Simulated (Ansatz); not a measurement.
# SbP (model cell, started as NiAs type): phonons and vibrational spectra, part 2 of 2

How does SbP (model cell, started as NiAs type) vibrate, and is this structure a minimum?

Ansatz 0.2.0; DFT r2SCAN, scalar-relativistic, plane waves, PAW.

So far. Step 4 (Relaxing to small forces for the phonons): The forces vanish by symmetry and the pressure is 0.001 GPa, within the tolerances set. The cell now holds 22.43 Å³/atom. The relaxed cell has a = 3.810, c = 7.138 Å (conventional setting).

The structure was built from a prototype and need not be the compound's stable phase.

## 5. Linear response at the zone centre

The zone centre comes first: it holds the modes that light can see, as far as symmetry allows. No field response is asked, since the mesh shows no gap.

File input.yaml:

```yaml
crystal:
  lattice:
    - [3.8101862182, 2.9157e-06, 0.0]
    - [-1.9050956341, 3.2997166003, 0.0]
    - [0.0, 0.0, 7.137504629]
  atoms:
    - { symbol: Sb, position: [0.0, 0.0, 0.0] }
    - { symbol: Sb, position: [0.0, 0.0, 0.5] }
    - { symbol: P, position: [0.3333333333, 0.6666666667, 0.25] }
    - { symbol: P, position: [0.6666666667, 0.3333333333, 0.75] }
kpoints:
  mp_grid: { grid: [12, 12, 6] }
hamiltonian:
  xc: r2scan
scf:
  occupations: { method: methfessel_paxton, width: 0.2 }
output:
  eigenvalues: true
phonons:
  method: dfpt
```

On the command line:

```
ansatz run input.yaml --threads 4 --pin off --max-ram 7168MiB --backend cpu --events-out ev --progress --plain --runs-dir out
```

Numbers of over 12 decimals in the logs are rounded to 6 here.

What it wrote:

```text
[...]
Crystal: 4 atoms, lattice volume = 89.737 Å³
Basis set: ecut = 500 eV, 2229 PW (Γ), exchange–correlation on 150×150×270 points (125 copies of the dense FFT grid, shifted against one another)
Bands: 24, of which v1, the nominal top of the filled ones, is band 20 counted from 1 (19 counted from 0)
Symmetry: 24 space group operations
k-points: 242 of 864 (irreducible under 2 space group operations, time reversal used)
[...]
SCF iter   1: F=—  HF=-14515.342781 eV  |F-HF|=—  |Δ(HF+E_count)|=         —  Δρ=5.18e-3  dr2=1.64e-2  dr2_τ=4.34e-3  ethr=1.77e-3  ⟨swp⟩=6.6  Hψ=28202  notcnv=0
[...]
SCF iter  10: F=-14515.378586 eV  HF=-14515.378586 eV  |F-HF|=1.09e-11  |Δ(HF+E_count)|=  1.29e-10  S|Δr|=    0.00e0  Δρ=3.01e-8  dr2=7.77e-13  dr2_τ=3.59e-14  ethr=1.00e-12  ⟨swp⟩=9.6  Hψ=34452  notcnv=0
SCF 1 converged in 10 iterations: F = -14515.378586 eV  dr2 = 7.77e-13
[...]
DFPT response loops at Γ: preconditioner auto → Kerker (q_TF=auto, 2.385 Å⁻¹) (partly filled bands, converged f_vac=0.000); β = 1.00, the filter's whole step (`scf.mixing.beta` (0.50) is not read by the response loops under this deck's `scf.mixing.preconditioner`; to damp them name `kerker` or `kerker_dos`, under which they read `scf.mixing.beta`, and type it under 1.00, their step now; both keys bind the ground state too); Broyden in place of MSR1
SCF converged after 10 iterations
[...]
Free energy (F): -14515.378586 eV
[...]
Internal energy: -14515.381162 eV  (E = F + TS)
E sigma→0 (E₀):  -14515.379230 eV
Entropy (-TS):   0.002576 eV (0.644 meV/atom)
Fermi energy:    10.226023 eV
[...]
--- Band table (eV; the first three rows and the last of 242) ---
  k-point 0: bands = [... 16 lower, 8.4115, 9.4138, 9.4138, 11.0572, 11.9324, 11.9324, 12.7544, 12.8872]
  k-point 1: bands = [... 16 lower, 8.4685, 9.3346, 9.3346, 10.8656, 11.9635, 11.9635, 12.7819, 12.7819]
  k-point 2: bands = [... 16 lower, 8.8124, 9.1281, 9.1281, 10.3830, 12.0732, 12.0732, 12.5370, 12.5370]
  k-point 241: bands = [... 16 lower, 6.3197, 6.3197, 8.7971, 8.7971, 10.1279, 10.1279, 14.0810, 14.0810]
--- Phonons (Γ-DFPT): 4 representative perturbations + reference, on 242 of 864 k-points (Σ response iterations 31) ---
  k mesh reduced under 2 symmetry operations, with k and −k counted as one. Each operation leaves every solved perturbation unchanged. A smaller set is not considered because the functional reads the kinetic-energy density
  ASR residual: 1.885e-4 → 0.000e0 eV/Å²; symmetrization residual: 6.109e-5 eV/Å²
  ASR residual per site (eV/Å²): 6.21e-5 6.21e-5 1.89e-4 1.89e-4
  Γ frequencies (cm⁻¹): -214.99 0.00 0.00 0.00 41.70 41.70 144.41 144.41 185.23 191.80 191.80 217.44
  non-analytic LO–TO correction: not included (Born effective charges unavailable; polar crystals: no LO–TO splitting at Γ)
```

It took 6.3 min on 4 threads of Arm Neoverse V1, shared host; peak memory 3.4 GiB; 25 min of CPU time.

Numbers from this step:

```yaml
sum_rule_residual_before_enforcement: 1.89e-4 eV/Å²
point_group: 6/mmm
highest_optical_mode_at_the_zone_centre_no_lo_to_term: 217.4 cm⁻¹
lowest_optical_zone_centre_mode: -215.0 cm⁻¹
```

Patterns of degenerate modes are one choice out of their space. Modes at Γ, with each element's share of the kinetic energy (negative means imaginary):

```
mode  frequency (cm⁻¹)  symmetry  Sb %  P %
   1            -215.0       A2u    20   80
   2               0.0  acoustic    80   20
   3               0.0  acoustic    80   20
   4               0.0  acoustic    80   20
   5              41.7       E2u   100    0
   6              41.7       E2u   100    0
   7             144.4       E1u    20   80
   8             144.4       E1u    20   80
   9             185.2       B2u   100    0
  10             191.8       E2g     0  100
  11             191.8       E2g     0  100
  12             217.4       B1g     0  100
```

Displacements in mode 1 (-215.0 cm⁻¹), the largest set to 1:
```
Sb1  0.00  0.00 -0.25
Sb2  0.00  0.00 -0.25
P3   0.00  0.00  1.00
P4   0.00  0.00  1.00
```

Displacements in mode 12 (217.4 cm⁻¹), the largest set to 1:
```
Sb1  0.00  0.00  0.00
Sb2  0.00  0.00  0.00
P3   0.00  0.00  1.00
P4   0.00  0.00 -1.00
```

Before it was imposed, the acoustic sum rule was missed by 1.9e-4 eV/Å². Small misses are needed for a sound result but don't prove that mesh and cutoff are converged. The lowest optical mode is imaginary, 215.0i cm⁻¹, so the energy falls along it.

## 6. Response at finite wavevector

The mesh has a single point along some directions, so zone-edge points there are not solved. Linear response on a 2×2×1 q mesh gives force constants as far as a supercell of that size would.

Changes to input.yaml since step 5:

```diff
@@ -20 +20,9 @@
   method: dfpt
+  qmesh: [2, 2, 1]
+  temperatures: { t_max: 1000, t_step: 50 }
+  qpath:
+    path:
+      - [[0.0, 0.0, 0.0], [0.5, 0.0, 0.0], [0.33333333, 0.33333333, 0.0], [0.0, 0.0, 0.0], [0.0, 0.0, 0.5], [0.5, 0.0, 0.5], [0.33333333, 0.33333333, 0.5], [0.0, 0.0, 0.5]]
+      - [[0.5, 0.0, 0.5], [0.5, 0.0, 0.0]]
+      - [[0.33333333, 0.33333333, 0.5], [0.33333333, 0.33333333, 0.0]]
+    npoints: 10
```

What it wrote:

```text
[...]
Crystal: 4 atoms, lattice volume = 89.737 Å³
Basis set: ecut = 500 eV, 2229 PW (Γ), exchange–correlation on 150×150×270 points (125 copies of the dense FFT grid, shifted against one another)
Bands: 24, of which v1, the nominal top of the filled ones, is band 20 counted from 1 (19 counted from 0)
Symmetry: 24 space group operations
k-points: 242 of 864 (irreducible under 2 space group operations, time reversal used)
[...]
SCF iter   1: F=—  HF=-14515.342781 eV  |F-HF|=—  |Δ(HF+E_count)|=         —  Δρ=5.18e-3  dr2=1.64e-2  dr2_τ=4.34e-3  ethr=1.77e-3  ⟨swp⟩=6.6  Hψ=28202  notcnv=0
[...]
SCF iter  10: F=-14515.378586 eV  HF=-14515.378586 eV  |F-HF|=1.09e-11  |Δ(HF+E_count)|=  1.29e-10  S|Δr|=    0.00e0  Δρ=3.01e-8  dr2=7.77e-13  dr2_τ=3.59e-14  ethr=1.00e-12  ⟨swp⟩=9.6  Hψ=34452  notcnv=0
SCF 1 converged in 10 iterations: F = -14515.378586 eV  dr2 = 7.77e-13
[...]
phonons: the bands overlap, so this run is a metal and interpolates without the dipole-dipole term. If the crystal is really an insulator or semiconductor, its LO-TO splitting is missing
[...]
NSCF: frozen V_eff on 76 k-points
[...]
SCF converged after 10 iterations
[...]
Free energy (F): -14515.378586 eV
[...]
Internal energy: -14515.381162 eV  (E = F + TS)
E sigma→0 (E₀):  -14515.379230 eV
Entropy (-TS):   0.002576 eV (0.644 meV/atom)
Fermi energy:    10.226023 eV
[...]
--- Band table (eV; the first three rows and the last of 242) ---
  k-point 0: bands = [... 16 lower, 8.4115, 9.4138, 9.4138, 11.0572, 11.9324, 11.9324, 12.7544, 12.8872]
  k-point 1: bands = [... 16 lower, 8.4685, 9.3346, 9.3346, 10.8656, 11.9635, 11.9635, 12.7819, 12.7819]
  k-point 2: bands = [... 16 lower, 8.8124, 9.1281, 9.1281, 10.3830, 12.0732, 12.0732, 12.5370, 12.5370]
  k-point 241: bands = [... 16 lower, 6.3197, 6.3197, 8.7971, 8.7971, 10.1279, 10.1279, 14.0810, 14.0810]
[...]
ASR residual: 1.885e-4 → 0.000e0 eV/Å²; symmetrization residual: 6.109e-5 eV/Å²
  ASR residual per site (eV/Å²): 6.21e-5 6.21e-5 1.89e-4 1.89e-4
[...]
--- Phonons (arbitrary-q DFPT): 2 irreducible q on the 2×2×1 mesh ---
  q = [0.0000, 0.0000, 0.0000] (star 1, of the zone-centre solve; hermiticity 1.25e-5, symmetrization 6.25e-6): -214.99 -0.00 0.00 0.00 41.70 41.70 144.41 144.41 185.23 191.80 191.80 217.44
  q = [0.0000, -0.5000, 0.0000] (star 3, 6 solved perturbations in 1878 linear systems a pass and spin channel, the states on 436 of 864 k-point pairs; hermiticity 8.25e-6, symmetrization 8.44e-9): -169.39 31.26 49.72 82.99 95.06 99.62 145.95 148.55 194.10 209.82 215.59 225.68
  sum rule: each row above includes the acoustic sum rule's correction from the zone centre's row sums; it moved no ω² by more than (1.29 cm⁻¹)²
  mesh force constants: q→R imaginary residual 2.63e-17; ASR residual 1.885e-4 → 0.000e0 eV/Å²; symmetrization residual 4.441e-15 eV/Å²
  interpolated dispersion: 93 rows × 12 modes
  density of states and harmonic sums: on the 20×20×9 q-mesh, interpolated from the force constants of a 2×2×1 supercell (no non-analytic term)
  largest difference from the sums on the solved wave vectors: F 1.26e-1 eV, S 1.82e-4 and C_V 6.68e-5 eV/K
  zero-point energy: 0.087591 eV/cell   skipped modes (ω ≤ 0): 245, of them read as no rigid motion or as one in doubt: 242 (1.098e0 modes/cell left out, lowest -214.99 cm⁻¹)   left out of the sums: 9.16e-2 of the cell's modes: C_V's classical limit lies that fraction below 3 k_B per atom; for a crystal, a wire or a layer, F and S can be off by more, and a phonons.interpolated_qmesh denser along its periods is the remedy for the sampling
```

Run time: 19 min. Hardware: 4 threads; peak memory 4.1 GiB; 74 min of CPU time.

Numbers from this step:

```
lowest mode on the q mesh (acoustic modes at Γ apart)         : -215.0 cm⁻¹
highest frequency at a solved wavevector (no LO-TO term at Γ) : 225.7 cm⁻¹
```

Frequencies (cm⁻¹) solved at each irreducible wavevector; negative means imaginary. Frequencies by wavevector, by row:

```
q in reciprocal lattice units  star  mode 1  mode 2  mode 3  mode 4  mode 10  mode 11  mode 12
                        0 0 0     1    -215       0       0       0    191.8    191.8    217.4
                     0 -0.5 0     3  -169.4    31.3    49.7      83    209.8    215.6    225.7
```

Symmetry leaves 2 wavevectors to solve. The lowest mode among them, the acoustic zeros apart, lies at Γ and is imaginary, 215.0i cm⁻¹, so the energy falls along it.

## 7. Isotope substitution

An isotope changes the mass and not the force constants, so no new electronic calculation is needed; the shifts show which modes move this element.

The same force constants with the mass of Sb changed from 121.760 to 122.904 u (phonopy, no LO-TO term). Both lists are sorted by frequency; levels can cross, so a row need not hold one and the same mode. Modes under 3 cm⁻¹ are left out. Isotope shifts, by row:

```
       q  rank  natural mass (cm⁻¹)  changed mass (cm⁻¹)
   0 0 0     1                 -215               -214.8
   0 0 0     5                 41.7                 41.5
   0 0 0     6                 41.7                 41.5
   0 0 0     7                144.4                144.3
   0 0 0     8                144.4                144.3
   0 0 0     9                185.2                184.4
   0 0 0    10                191.8                191.8
   0 0 0    11                191.8                191.8
   0 0 0    12                217.4                217.4
0 -0.5 0     1               -169.4               -169.3
0 -0.5 0     2                31.26                31.13
0 -0.5 0     3                49.72                49.49
0 -0.5 0     4                82.99                82.61
0 -0.5 0     5                95.06                94.61
0 -0.5 0     6                99.62                99.17
0 -0.5 0     7                145.9                145.9
0 -0.5 0     8                148.6                147.9
0 -0.5 0     9                194.1                194.1
0 -0.5 0    10                209.8                209.8
0 -0.5 0    11                215.6                215.6
0 -0.5 0    12                225.7                225.7
```

A mode of this element alone would shift by -0.47 %. The highest zone-centre frequency without the field goes from 217.4 to 217.4 cm⁻¹ (+0.0 %).

## 8. Outcome

```json
{
 "space group after relaxation (within 0.01 Å)": "P6_3/mmc",
 "volume per atom": "22.4 Å³",
 "electronic character": "no gap on this mesh",
 "highest optical mode at the zone centre (no LO-TO term)": "217 cm⁻¹",
 "lowest optical zone-centre mode": "-215 cm⁻¹",
 "lowest mode on the q mesh (acoustic modes at Γ apart)": "-215 cm⁻¹",
 "imaginary modes on the 2×2×1 q mesh": "yes"
}
```

**Reading.** Modes are clearly imaginary (beyond 10i cm⁻¹) at 2 of the 2 irreducible wavevectors, most at Γ (215.0i cm⁻¹), so this structure is not a minimum of the energy. The optical modes at Γ span -215 to 217 cm⁻¹ (negative means imaginary). The highest mode in this list at Γ, 217.4 cm⁻¹, is mostly motion of P (100 % of the kinetic energy). The q mesh is too sparse to interpolate, so only the solved wavevectors are given. With no gap, or one that is small against the smearing, the frequencies hang on the k mesh and the smearing, most of all near Kohn anomalies. Spin-orbit coupling is left out, which can matter for the heavy elements here. The starting cell was built on a prototype and not taken from a measurement, so the phase need not exist. These are harmonic frequencies at zero temperature: anharmonic shifts, linewidths and thermal expansion are left out.

[Logs are printed without paths, hosts, clocks, repeated set-up lines and the standing remarks that a program may print on its own settings, such as how far it seeks lower states.]

[Hosts, paths, dates, database ids (printed as entryN), source tags and the programs' standing remarks are cut or masked in the printed files.]
